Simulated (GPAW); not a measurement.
# 1T-PtSe2 monolayer: work function by functional and basis, part 3 of 3

Aim: the work function of both faces of 1T-PtSe2 monolayer, and its spread over functionals and bases. Where a layer proves gapped, the work function hangs on where the smearing puts the Fermi level, and the band edges take its place.

GPAW 26.7.0; GPAW, PAW setups; layer in a repeated cell with vacuum, relaxation of atoms and in-plane cell (the session's first sound run).

So far, upper work function (eV): step 3 (plane waves, PBE) 5.04; step 6 (GPAW, PAW setups) 5.44; step 7 (RPBE) 4.93; step 8 (LDA) 5.31; step 9 (mode fd, grid spacing 0.18 Å, PBE, GPAW) 5.04.

## (10) Atomic orbitals: mode = "lcao"

Level of this step: GPAW, PAW setups; slab in vacuum (GPAW).

Atom-centred orbitals end a few angstrom from the surface, which tests how much the density's tail matters.

File run.py:

```python
import json
import numpy as np
from ase import Atoms
from gpaw import GPAW

slab = Atoms(
    ['Se', 'Pt', 'Se'],
    positions=[
        [1.87323, 1.08151, 7.00000],
        [-0.00000, -0.00000, 8.31148],
        [-0.00000, 2.16302, 9.62297]],
    cell=[[3.74646, 0.0, 0.0], [-1.87323, 3.24453, 0.0], [0.0, 0.0, 16.623]],
    pbc=[True, True, False])

slab.calc = GPAW(mode='lcao', basis='dzp', h=0.18, xc='PBE', kpts={'size': (9, 9, 1), 'gamma': True},
                 occupations={'name': 'fermi-dirac', 'width': 0.05}, nbands='120%',
                 convergence={'density': 1e-05}, maxiter=200,
                 poissonsolver={'dipolelayer': 'xy'},
                 symmetry={'tolerance': 1e-3}, txt='slab.txt')
result = {}
energy = slab.get_potential_energy()
fermi = slab.calc.get_fermi_level()
v = slab.calc.get_electrostatic_potential().mean((0, 1)) - fermi
n = slab.calc.get_pseudo_density().mean((0, 1))
L = slab.cell[2, 2]
z = np.arange(len(v)) * L / len(v)
low, high = slab.positions[:, 2].min(), slab.positions[:, 2].max()
below, above = np.interp([low - 4.8, high + 4.8], z, v)
slopes = [np.interp(x, z, np.gradient(v, z)) for x in (low - 4.8, high + 4.8)]
eps = np.array([[slab.calc.get_eigenvalues(k, s) for k in range(len(slab.calc.get_ibz_k_points()))]
                for s in range(slab.calc.get_number_of_spins())]) - fermi
top, bottom = eps[eps < 0].max(), eps[eps > 0].min()
dipole = slab.get_dipole_moment()[2]
print(f'energy {energy:.4f} eV, Fermi level {fermi:.4f} eV, dipole {dipole:.5f} e A')
print(f'potential 4.8 A off the faces, from the Fermi level: lower {below:.4f} eV, upper {above:.4f} eV')
print(f'slope of the potential there: lower {slopes[0]:.5f}, upper {slopes[1]:.5f} eV/A')
print(f'nearest levels on the mesh: {top:.4f} and {bottom:.4f} eV')
print('magnetic moment', round(slab.get_magnetic_moment(), 3))
result.update(energy=energy, fermi=fermi, dipole=dipole, below=below, above=above, slopes=slopes, edges=[top, bottom],
              z=z.tolist(), v=v.tolist(), n=n.tolist(), positions=slab.positions.tolist(),
              forces=slab.get_forces(apply_constraint=False).tolist(), moments=slab.get_magnetic_moments().tolist())
json.dump(result, open('result.json', 'w'))
```

Command:

```bash
$ OMP_NUM_THREADS=1 OPENBLAS_NUM_THREADS=1 python run.py
```

The program printed:

```text
energy -13.5294 eV, Fermi level -4.9449 eV, dipole -0.00036 e A
potential 4.8 A off the faces, from the Fermi level: lower 4.9422 eV, upper 4.9476 eV
slope of the potential there: lower -0.00000, upper 0.00000 eV/A
nearest levels on the mesh: -0.6949 and 0.6718 eV
magnetic moment 0.0
```

The job ended after 34 s (1 thread of Arm Neoverse V2, shared host; peak memory 0.28 GiB).

Numbers from this step:

- levels nearest the Fermi level on the mesh: -0.6949, 0.6718 eV from the Fermi level
- upper work function: 4.948 eV
- lower work function: 4.942 eV
- upper ionisation energy: 5.643 eV

Table of electrostatic potential energy of an electron (without an applied field's), less the Fermi level, planar mean by z:

z (Å), electrostatic potential energy of an electron (without an applied field's), less the Fermi level, planar mean (eV) and a bar from the least value:
```
        0        4.9 ##############################
        1        4.9 ##############################
        2        4.9 ##############################
        3        4.9 ##############################
        4        4.9 ##############################
        5        4.9 ##############################
        6        2.7 ###########################
        7      -15.6 
        8      -11.6 ######
        9       -7.8 ###########
       10       -7.3 ############
       11        4.3 #############################
       12        4.9 ##############################
       13        4.9 ##############################
       14        4.9 ##############################
       15        4.9 ##############################
       16        4.9 ##############################
```

The highest filled level lies 0.695 eV under the Fermi level, so the ionisation energy from the upper face is 4.948 + 0.695 = 5.643 eV, against 5.728 eV in the base run.

## (11) All levels side by side

Times are for 1 thread of Arm Neoverse V2, shared host. Results by setting:

```
no.         run  upper ionisation energy (eV)  time  memory (GiB)
  1          pw                         5.728  20 s          0.18
  2      revPBE                         5.637  20 s          0.18
  3  optPBE vdW                         5.948  28 s          0.32
  4     vdW DF2                         6.091  26 s          0.32
  5        RPBE                         5.643  21 s          0.18
  6         LDA                         5.967  18 s          0.17
  7          fd                         5.727  71 s          0.46
  8        lcao                         5.643  34 s          0.28
```

## (12) Side by side

Results and costs are gathered.

This step: comparison of work functions, dipole and cost (GPAW 26.7.0).

Ladder, by row:

```
      step  code  work function, upper (eV)  work function, lower (eV)  dipole (e Å)  wall time (s)  peak memory (GiB)  threads
        pw  GPAW                      5.037                      5.031      -2.35e-4          20.02               0.18        1
    revPBE  GPAW                      4.928                      4.923      -2.35e-4           20.4               0.18        1
optPBE-vdW  GPAW                      5.283                      5.278      -2.35e-4          28.25               0.32        1
   vdW-DF2  GPAW                      5.442                      5.437      -2.35e-4          25.78               0.32        1
      RPBE  GPAW                      4.933                      4.928      -2.35e-4          20.62               0.18        1
       LDA  GPAW                      5.306                        5.3      -2.34e-4           18.2               0.17        1
        fd  GPAW                      5.037                      5.031      -3.61e-4           70.6               0.46        1
      lcao  GPAW                      4.948                      4.942      -3.61e-4          33.75               0.28        1
```

## (13) Outcome

| Item | Value |
| --- | --- |
| work function, upper and lower face (Fermi level placed in the gap by the smearing) | 5.037 and 5.031 eV |
| ionisation energy from the upper face (highest filled level on the mesh) | 5.73 eV |
| electron affinity from the upper face (lowest empty Kohn-Sham level on the mesh) | 4.37 eV |
| dipole along the normal | -2.4e-4 e Å, near the numerical noise |

**Reading.** With plane waves and PBE the ionisation energy from the upper face is 5.73 eV and the Kohn-Sham electron affinity 4.37 eV. The levels nearest the Fermi level on the mesh lie 1.35 eV apart, so the slab is gapped there: the smearing puts the Fermi level inside the gap, and from either face the ionisation energy is the work function plus 0.69 eV. Both are Kohn-Sham levels on the mesh, and semilocal gaps are too small, so the affinity tends to come out too large and the ionisation energy too small. Work functions of a gapped slab move with the place of the Fermi level in the gap; over the runs without a planted fault the highest filled level on the mesh lies 5.64 (revPBE) to 6.09 eV (vdW-DF2) under the upper vacuum level. With elements this heavy, spin-orbit coupling can move band edges by tenths of an eV. The small printed dipole stands for a step of 3.5 meV from the lower to the upper face, and the probes find 5.3 meV; values this small are near the numerical noise of both. The layer's cell and atoms come from the relaxation; spin-orbit coupling and temperature are left out.

[Logs are printed without paths, hosts, clocks, repeated set-up lines and the standing remarks that a program may print on its own settings, such as how far it seeks lower states.]

[Hosts, paths, dates, database ids (printed as entryN), source tags and the programs' standing remarks are cut or masked in the printed files.]
